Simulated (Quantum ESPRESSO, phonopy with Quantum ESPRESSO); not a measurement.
# Grüneisen parameters and expansion of BAs (F-43m), part 8 of 9

Wanted: mode Grüneisen parameters of BAs and a free-energy fit over volumes.

Measurements to reproduce:
- volume expansion coefficient 11.55 1e-6/K near room temperature (given in “Basic Physical Properties of Cubic Boron Arsenide (three times its linear coefficient)”, 2019, arxiv:1911.11281)
- volume expansion coefficient 10.8 1e-6/K near room temperature (given in “Thermal expansion coefficients of high thermal conducting BAs and BP materials (three times its linear coefficient)”, 2019, arxiv:1906.04101)

Quantum ESPRESSO 7.5; DFT PBE+D3(BJ), scalar-relativistic, plane waves, GBRV ultrasoft pseudopotentials.

So far. Step 24 (Lattice dynamics at this volume, V/V0 1.03): The time given is that of the 2 pw.x runs on displaced cells behind this step.

## (25) Ground state at this cell, V/V0 0.97

A tight ground state at this cell gives the energy of this member; its pressure is the stress at this cutoff, which can carry an offset from the finite basis.

This step: DFT PBE+D3(BJ), scalar-relativistic, plane waves, GBRV ultrasoft pseudopotentials (Quantum ESPRESSO 7.5).

System of this step: BAs. The structure is cubic, space group F-43m (No. 216). Conventional cell: a = 4.727 Å, b = 4.727 Å, c = 4.727 Å, α = 90.00°, β = 90.00°, γ = 90.00°. B has 4 As at 2.05 Å nearest. Nearest to As lie 4 B at 2.05 Å. Farther neighbours are not listed.

The input, scf.in:

```
&CONTROL
  calculation = 'scf'
  prefix      = 'x'
  outdir      = './tmp'
  pseudo_dir  = './pseudo'
  tprnfor     = .true.
  tstress     = .true.
/
&SYSTEM
  ibrav           = 0
  nat             = 2
  ntyp            = 2
  ecutwfc         = 40.0
  ecutrho         = 240.0
  occupations     = 'fixed'
  nbnd            = 6
  vdw_corr        = 'grimme-d3'
  dftd3_version   = 4
  dftd3_threebody = .false.
/
&ELECTRONS
  conv_thr         = 1.0d-12
  mixing_beta      = 0.7
  electron_maxstep = 100
/
ATOMIC_SPECIES
 B      10.8100  B.upf
 As     74.9216  As.upf
CELL_PARAMETERS angstrom
     0.000000000    2.363427597    2.363427597
     2.363427597    0.000000000    2.363427597
     2.363427597    2.363427597    0.000000000
ATOMIC_POSITIONS crystal
 B      0.000000000   0.000000000   0.000000000
 As     0.250000000   0.250000000   0.250000000
K_POINTS automatic
 12 12 12 0 0 0
```

Started as:

```
OMP_NUM_THREADS=1 mpirun -n 8 pw.x -nk 8 -in scf.in > scf.out
```

Log:

```text
[banner, memory and clock lines left out]
Program PWSCF v.7.5

     Message from routine setup:
     using ibrav=0 with symmetry is DISCOURAGED, use correct ibrav instead

     G-vector sticks info

     bravais-lattice index     =            0
     lattice parameter (alat)  =       6.3162  a.u.
     unit-cell volume          =     178.1778 (a.u.)^3
     number of atoms/cell      =            2
     number of atomic types    =            2
     number of electrons       =         8.00
[...]
atom    2 type  2   force =     0.00000000   -0.00000000   -0.00000000

     Total force =     0.000000     Total SCF correction =     0.000000

     Computing stress (Cartesian axis) and pressure

          total   stress  (Ry/bohr**3)                   (kbar)     P=       45.34
[...]
-0.00000000   0.00030819  -0.00000000           -0.00       45.34       -0.00
  -0.00000000  -0.00000000   0.00030819           -0.00       -0.00       45.34

     XML data file, charge density, pseudopotentials, collected wavefunctions
[key lines of the parts left out:]
!    total energy              =     -46.71420308 Ry
convergence has been achieved in  11 iterations
```

The job ended after 2.1 s (8 MPI ranks of Arm Neoverse V2, shared host).

The run ends at a pressure of 4.53 GPa.

## (26) Ph0.970 field d3hess

The input, d3hess.in:

```
&INPUT
  prefix = 'x'
  outdir = './tmp'
  step   = 0.001
/
```

Started as:

```
d3hess.x -in d3hess.in > d3hess.out
```

Log:

```text
[banner, memory and clock lines left out]
Program d3hess v.7.5

     ./tmp/x.save/

     IMPORTANT: XC functional enforced from input :
     Exchange-correlation= PBE
                           (   1   4   3   4   0   0   0)
     Any further DFT definition will be discarded
     Please, verify this is what you really want

     G-vector sticks info

     Differentiation step:           0.001000000000
     DFT-D3 version:    4
     DFT-D3 threebody: F
     Using a general (and memory consuming) algorithm for any q

 |G(force)| =   9.9819846572232872E-003  supercell gradient
[...]
|H(unit cell)| =   4.3340751276578257E-007
[...]
|H(unit cell)| =   4.3340751276447623E-007
     Displacement step:    2   3  -1

 |G(force)| =   9.9827525154736717E-003  supercell gradient
 |G(force)| =   2.2638852862352248E-007  supercell gradient for atoms in the unit cell
 |G(force)| =   2.2638852862352248E-007  unit cell gradient
     Displacement step:    2   3   1

 |G(force)| =   9.9816379107435255E-003  supercell gradient
 |G(force)| =   2.1371661319421431E-007  supercell gradient for atoms in the unit cell
 |G(force)| =   2.1371661319421431E-007  unit cell gradient
 |H(unit cell)| =   4.3340751275949272E-007

     Writing Hessian on file: ./tmp/x.hess
```

Run time: 2.1 s. Hardware: 1 thread.

## (27) Zone-centre response

In a polar crystal the Born charges and ε∞ give the long-range dipole term that a finite supercell misses. They are those of this k-mesh and were not tested on a denser one; where the gap is small they converge slowly, and the LO modes with them.

The input, ph.in:

```
phonons
&INPUTPH
  prefix = 'x'
  outdir = './tmp'
  fildyn = 'x.dyn'
  tr2_ph = 1.0d-18
  epsil  = .true.
/
0.000000000 0.000000000 0.000000000
```

scf.in is that of step 25.

Started as:

```
OMP_NUM_THREADS=1 mpirun -n 8 ph.x -nk 8 -in ph.in > ph.out
```

Log:

```text
[banner, memory and clock lines left out]
Program PHONON v.7.5

     ./tmp/x.save/

     IMPORTANT: XC functional enforced from input :
     Exchange-correlation= PBE
                           (   1   4   3   4   0   0   0)
     Any further DFT definition will be discarded
     Please, verify this is what you really want

     G-vector sticks info

     Reading collected, re-writing distributed wavefunctions in ./tmp/

     Number and degeneracy of irreps per q-point
       N         xq(1)         xq(2)         xq(3)   N irreps
[...]
freq (    1) =       0.229263 [THz] =       7.647389 [cm-1]
     freq (    2) =       0.229263 [THz] =       7.647389 [cm-1]
     freq (    3) =       0.229263 [THz] =       7.647389 [cm-1]
     freq (    4) =      21.606109 [THz] =     720.702209 [cm-1]
     freq (    5) =      21.606109 [THz] =     720.702209 [cm-1]
     freq (    6) =      21.606109 [THz] =     720.702209 [cm-1]
 **************************************************************************

     Mode symmetry, T_d (-43m)  point group:

     freq (   1-   3) =          7.6  [cm-1]   --> T_2  G_15 P_4   I+R
     freq (   4-   6) =        720.7  [cm-1]   --> T_2  G_15 P_4   I+R
```

It took 18 s on 8 MPI ranks.

ε∞:

```
9.66 0.00 0.00
0.00 9.66 0.00
0.00 0.00 9.66
```

The Born charges sum to zero within 0.0036 e; the rest is removed before use. Acoustic frequencies in this log differ from zero by the error of the sum rule, which ph.x does not impose.

## (28) A displaced supercell

One atom (for the harmonic constants) or a pair of atoms (for the cubic ones) is moved by a few hundredths of an ångström; the forces on all atoms give a column of force constants. The threshold is tight because the forces are small.

System of this step: BAs. The cell holds 54 atoms: 27 B and 27 As. Cell: a = 10.027 Å, b = 10.027 Å, c = 10.027 Å, α = 60.0°, β = 60.0°, γ = 60.0°. It derives from BAs, repeated 3×3×3.

The input, disp-00001.in:

```
&CONTROL
  calculation = 'scf'
  prefix      = 'x'
  outdir      = './tmp'
  pseudo_dir  = './pseudo'
  tprnfor     = .true.
  disk_io     = 'none'
/
&SYSTEM
  ibrav           = 0
  nat             = 54
  ntyp            = 2
  ecutwfc         = 40.0
  ecutrho         = 240.0
  occupations     = 'fixed'
  nbnd            = 110
  vdw_corr        = 'grimme-d3'
  dftd3_version   = 4
  dftd3_threebody = .false.
/
&ELECTRONS
  conv_thr         = 1.0d-11
  mixing_beta      = 0.7
  electron_maxstep = 100
/
ATOMIC_SPECIES
 B      10.8100  B.upf
 As     74.9216  As.upf
CELL_PARAMETERS angstrom
     0.000000000    7.090282791    7.090282791
     7.090282791    0.000000000    7.090282791
     7.090282791    7.090282791    0.000000000
ATOMIC_POSITIONS crystal
 B      0.001994580   0.000000000   0.000000000
 B      0.333333333   0.000000000   0.000000000
 B      0.666666667   0.000000000   0.000000000
 B      0.000000000   0.333333333   0.000000000
 B      0.333333333   0.333333333   0.000000000
 B      0.666666667   0.333333333   0.000000000
 B      0.000000000   0.666666667   0.000000000
 B      0.333333333   0.666666667   0.000000000
 B      0.666666667   0.666666667   0.000000000
 B      0.000000000   0.000000000   0.333333333
 B      0.333333333   0.000000000   0.333333333
 B      0.666666667   0.000000000   0.333333333
 B      0.000000000   0.333333333   0.333333333
 B      0.333333333   0.333333333   0.333333333
 B      0.666666667   0.333333333   0.333333333
 B      0.000000000   0.666666667   0.333333333
 B      0.333333333   0.666666667   0.333333333
 B      0.666666667   0.666666667   0.333333333
 B      0.000000000   0.000000000   0.666666667
 B      0.333333333   0.000000000   0.666666667
 B      0.666666667   0.000000000   0.666666667
 B      0.000000000   0.333333333   0.666666667
 B      0.333333333   0.333333333   0.666666667
 B      0.666666667   0.333333333   0.666666667
 B      0.000000000   0.666666667   0.666666667
 B      0.333333333   0.666666667   0.666666667
 B      0.666666667   0.666666667   0.666666667
 As     0.083333333   0.083333333   0.083333333
 As     0.416666667   0.083333333   0.083333333
 As     0.750000000   0.083333333   0.083333333
 As     0.083333333   0.416666667   0.083333333
 As     0.416666667   0.416666667   0.083333333
 As     0.750000000   0.416666667   0.083333333
 As     0.083333333   0.750000000   0.083333333
 As     0.416666667   0.750000000   0.083333333
 As     0.750000000   0.750000000   0.083333333
 As     0.083333333   0.083333333   0.416666667
 As     0.416666667   0.083333333   0.416666667
 As     0.750000000   0.083333333   0.416666667
 As     0.083333333   0.416666667   0.416666667
 As     0.416666667   0.416666667   0.416666667
 As     0.750000000   0.416666667   0.416666667
 As     0.083333333   0.750000000   0.416666667
 As     0.416666667   0.750000000   0.416666667
 As     0.750000000   0.750000000   0.416666667
 As     0.083333333   0.083333333   0.750000000
 As     0.416666667   0.083333333   0.750000000
 As     0.750000000   0.083333333   0.750000000
 As     0.083333333   0.416666667   0.750000000
 As     0.416666667   0.416666667   0.750000000
 As     0.750000000   0.416666667   0.750000000
 As     0.083333333   0.750000000   0.750000000
 As     0.416666667   0.750000000   0.750000000
 As     0.750000000   0.750000000   0.750000000
K_POINTS automatic
 3 3 3 0 0 0
```

Started as:

```
OMP_NUM_THREADS=1 mpirun -n 4 pw.x -nk 4 -in disp-00001.in > disp-00001.out
```

Log:

```text
[banner, memory and clock lines left out]
Program PWSCF v.7.5

     Message from routine setup:
     using ibrav=0 with symmetry is DISCOURAGED, use correct ibrav instead

     G-vector sticks info

     bravais-lattice index     =            0
     lattice parameter (alat)  =      18.9486  a.u.
     unit-cell volume          =    4810.7996 (a.u.)^3
     number of atoms/cell      =           54
     number of atomic types    =            2
     number of electrons       =       216.00
[...]
atom    1 type  1   force =    -0.00038146   -0.01007963   -0.01007963
     atom    2 type  1   force =     0.00023754    0.00033356    0.00033356
     atom    3 type  1   force =    -0.00023405    0.00031776    0.00031776
[...]
atom   53 type  2   force =     0.00008508   -0.00001244   -0.00001244
     atom   54 type  2   force =    -0.00000005   -0.00002514   -0.00002514

     Total force =     0.016935     Total SCF correction =     0.000002
     Message from routine punch:
     Nothing written, as per user request (disk_io='none')
[key lines of the parts left out:]
!    total energy              =   -1261.28137467 Ry
convergence has been achieved in  17 iterations
```

Wall time 11 min (4 MPI ranks).

## (29) Phonons, V/V0 0.97

This step: DFT PBE+D3(BJ), scalar-relativistic, plane waves, GBRV ultrasoft pseudopotentials (phonopy with Quantum ESPRESSO 4.10.0 / 7.5).

Elapsed: 12 min, on 8 threads.

No mode is imaginary beyond numerical noise along the path. The highest zone-centre mode (no LO–TO term) moved by +3.1 % for a volume change of -3.0 %.

The time given is that of the 2 pw.x runs on displaced cells behind this step.

## (30) Ground state at this cell, V/V0 1.05

A tight ground state at this cell gives the energy of this member; its pressure is the stress at this cutoff, which can carry an offset from the finite basis.

This step: DFT PBE+D3(BJ), scalar-relativistic, plane waves, GBRV ultrasoft pseudopotentials (Quantum ESPRESSO 7.5).

System of this step: BAs. The structure is cubic, space group F-43m (No. 216). The conventional cell has a = 4.853 Å, b = 4.853 Å, c = 4.853 Å, α = 90.00°, β = 90.00°, γ = 90.00°. Nearest to B lie 4 As at 2.10 Å. Nearest to As lie 4 B at 2.10 Å. Farther neighbours are not listed.

scf.in: that of step 27 with these lines changed.

```diff
@@ -29,5 +29,5 @@
 CELL_PARAMETERS angstrom
-     0.000000000    2.363427597    2.363427597
-     2.363427597    0.000000000    2.363427597
-     2.363427597    2.363427597    0.000000000
+     0.000000000    2.426692925    2.426692925
+     2.426692925    0.000000000    2.426692925
+     2.426692925    2.426692925    0.000000000
 ATOMIC_POSITIONS crystal
```

Started as:

```
OMP_NUM_THREADS=1 mpirun -n 8 pw.x -nk 8 -in scf.in > scf.out
```

Log:

```text
[banner, memory and clock lines left out]
Program PWSCF v.7.5

     Message from routine setup:
     using ibrav=0 with symmetry is DISCOURAGED, use correct ibrav instead

     G-vector sticks info

     bravais-lattice index     =            0
     lattice parameter (alat)  =       6.4853  a.u.
     unit-cell volume          =     192.8728 (a.u.)^3
     number of atoms/cell      =            2
     number of atomic types    =            2
     number of electrons       =         8.00
[...]
atom    2 type  2   force =     0.00000000    0.00000000    0.00000000

     Total force =     0.000000     Total SCF correction =     0.000000

     Computing stress (Cartesian axis) and pressure

          total   stress  (Ry/bohr**3)                   (kbar)     P=      -61.42
[...]
0.00000000  -0.00041753   0.00000000            0.00      -61.42        0.00
  -0.00000000   0.00000000  -0.00041753           -0.00        0.00      -61.42

     XML data file, charge density, pseudopotentials, collected wavefunctions
[key lines of the parts left out:]
!    total energy              =     -46.71307972 Ry
convergence has been achieved in  12 iterations
```

The job ended after 2.6 s (8 MPI ranks).

The run ends at a pressure of -6.14 GPa.

## (31) Ph1.050 field d3hess

d3hess.in is that of step 26.

Started as:

```
d3hess.x -in d3hess.in > d3hess.out
```

Log:

```text
[banner, memory and clock lines left out]
Program d3hess v.7.5

     ./tmp/x.save/

     IMPORTANT: XC functional enforced from input :
     Exchange-correlation= PBE
                           (   1   4   3   4   0   0   0)
     Any further DFT definition will be discarded
     Please, verify this is what you really want

     G-vector sticks info

     Differentiation step:           0.001000000000
     DFT-D3 version:    4
     DFT-D3 threebody: F
     Using a general (and memory consuming) algorithm for any q

 |G(force)| =   1.0022434994231893E-002  supercell gradient
[...]
|H(unit cell)| =   1.6983186140375954E-006
[...]
|H(unit cell)| =   1.6983186140343871E-006
     Displacement step:    2   3  -1

 |G(force)| =   1.0023331881129102E-002  supercell gradient
 |G(force)| =   8.5800777948919227E-007  supercell gradient for atoms in the unit cell
 |G(force)| =   8.5800777948919227E-007  unit cell gradient
     Displacement step:    2   3   1

 |G(force)| =   1.0023227350579537E-002  supercell gradient
 |G(force)| =   8.4708510174813927E-007  supercell gradient for atoms in the unit cell
 |G(force)| =   8.4708510174813927E-007  unit cell gradient
 |H(unit cell)| =   1.6983186140407167E-006

     Writing Hessian on file: ./tmp/x.hess
```

Wall time 1.9 s (1 thread).

## (32) The ladder

## (33) Zone-centre response

In a polar crystal the Born charges and ε∞ give the long-range dipole term that a finite supercell misses. They are those of this k-mesh and were not tested on a denser one; where the gap is small they converge slowly, and the LO modes with them.

ph.in is that of step 27.

scf.in is that of step 30.

Started as:

```
OMP_NUM_THREADS=1 mpirun -n 8 ph.x -nk 8 -in ph.in > ph.out
```

Log:

```text
[banner, memory and clock lines left out]
Program PHONON v.7.5

     ./tmp/x.save/

     IMPORTANT: XC functional enforced from input :
     Exchange-correlation= PBE
                           (   1   4   3   4   0   0   0)
     Any further DFT definition will be discarded
     Please, verify this is what you really want

     G-vector sticks info

     Reading collected, re-writing distributed wavefunctions in ./tmp/

     Number and degeneracy of irreps per q-point
       N         xq(1)         xq(2)         xq(3)   N irreps
[...]
freq (    1) =       0.430461 [THz] =      14.358632 [cm-1]
     freq (    2) =       0.430461 [THz] =      14.358632 [cm-1]
     freq (    3) =       0.430461 [THz] =      14.358632 [cm-1]
     freq (    4) =      19.943680 [THz] =     665.249555 [cm-1]
     freq (    5) =      19.943680 [THz] =     665.249555 [cm-1]
     freq (    6) =      19.943680 [THz] =     665.249555 [cm-1]
 **************************************************************************

     Mode symmetry, T_d (-43m)  point group:

     freq (   1-   3) =         14.4  [cm-1]   --> T_2  G_15 P_4   I+R
     freq (   4-   6) =        665.2  [cm-1]   --> T_2  G_15 P_4   I+R
```

Run time: 24 s. Hardware: 8 MPI ranks; 3.2 min of CPU time.

ε∞:

```
10.00  0.00  0.00
 0.00 10.00  0.00
 0.00  0.00 10.00
```

The Born charges sum to zero within 0.0040 e; the rest is removed before use. Acoustic frequencies in this log differ from zero by the error of the sum rule, which ph.x does not impose.

## (34) Forces on a displaced cell

One atom (for the harmonic constants) or a pair of atoms (for the cubic ones) is moved by a few hundredths of an ångström; the forces on all atoms give a column of force constants. The threshold is tight because the forces are small.

System of this step: BAs. The cell holds 54 atoms: 27 B and 27 As. Cell: a = 10.296 Å, b = 10.296 Å, c = 10.296 Å, α = 60.0°, β = 60.0°, γ = 60.0°. It derives from BAs, repeated 3×3×3.

disp-00001.in: that of step 28 with these lines changed.

```diff
@@ -29,7 +29,7 @@
 CELL_PARAMETERS angstrom
-     0.000000000    7.090282791    7.090282791
-     7.090282791    0.000000000    7.090282791
-     7.090282791    7.090282791    0.000000000
+     0.000000000    7.280078775    7.280078775
+     7.280078775    0.000000000    7.280078775
+     7.280078775    7.280078775    0.000000000
 ATOMIC_POSITIONS crystal
- B      0.001994580   0.000000000   0.000000000
+ B      0.001942580   0.000000000   0.000000000
  B      0.333333333   0.000000000   0.000000000
```

Started as:

```
OMP_NUM_THREADS=1 mpirun -n 4 pw.x -nk 4 -in disp-00001.in > disp-00001.out
```

Log:

```text
[banner, memory and clock lines left out]
Program PWSCF v.7.5

     Message from routine setup:
     using ibrav=0 with symmetry is DISCOURAGED, use correct ibrav instead

     G-vector sticks info

     bravais-lattice index     =            0
     lattice parameter (alat)  =      19.4558  a.u.
     unit-cell volume          =    5207.5666 (a.u.)^3
     number of atoms/cell      =           54
     number of atomic types    =            2
     number of electrons       =       216.00
[...]
atom    1 type  1   force =    -0.00030650   -0.00831108   -0.00831108
     atom    2 type  1   force =     0.00019290    0.00025828    0.00025828
     atom    3 type  1   force =    -0.00018823    0.00024501    0.00024501
[...]
atom   53 type  2   force =     0.00007242   -0.00000439   -0.00000439
     atom   54 type  2   force =     0.00000007   -0.00002363   -0.00002363

     Total force =     0.013819     Total SCF correction =     0.000001
     Message from routine punch:
     Nothing written, as per user request (disk_io='none')
[key lines of the parts left out:]
!    total energy              =   -1261.25105137 Ry
convergence has been achieved in  18 iterations
```

It took 13 min on 4 MPI ranks.

[end of part 8 of 9]

[Logs are printed without paths, hosts, clocks, repeated set-up lines and the standing remarks that a program may print on its own settings, such as how far it seeks lower states.]

[Hosts, paths, dates, database ids (printed as entryN), source tags and the programs' standing remarks are cut or masked in the printed files.]

[A step with changed settings may run another functional than the one named; its input shows which.]

[Of the runs on displaced cells, only some may be shown.]
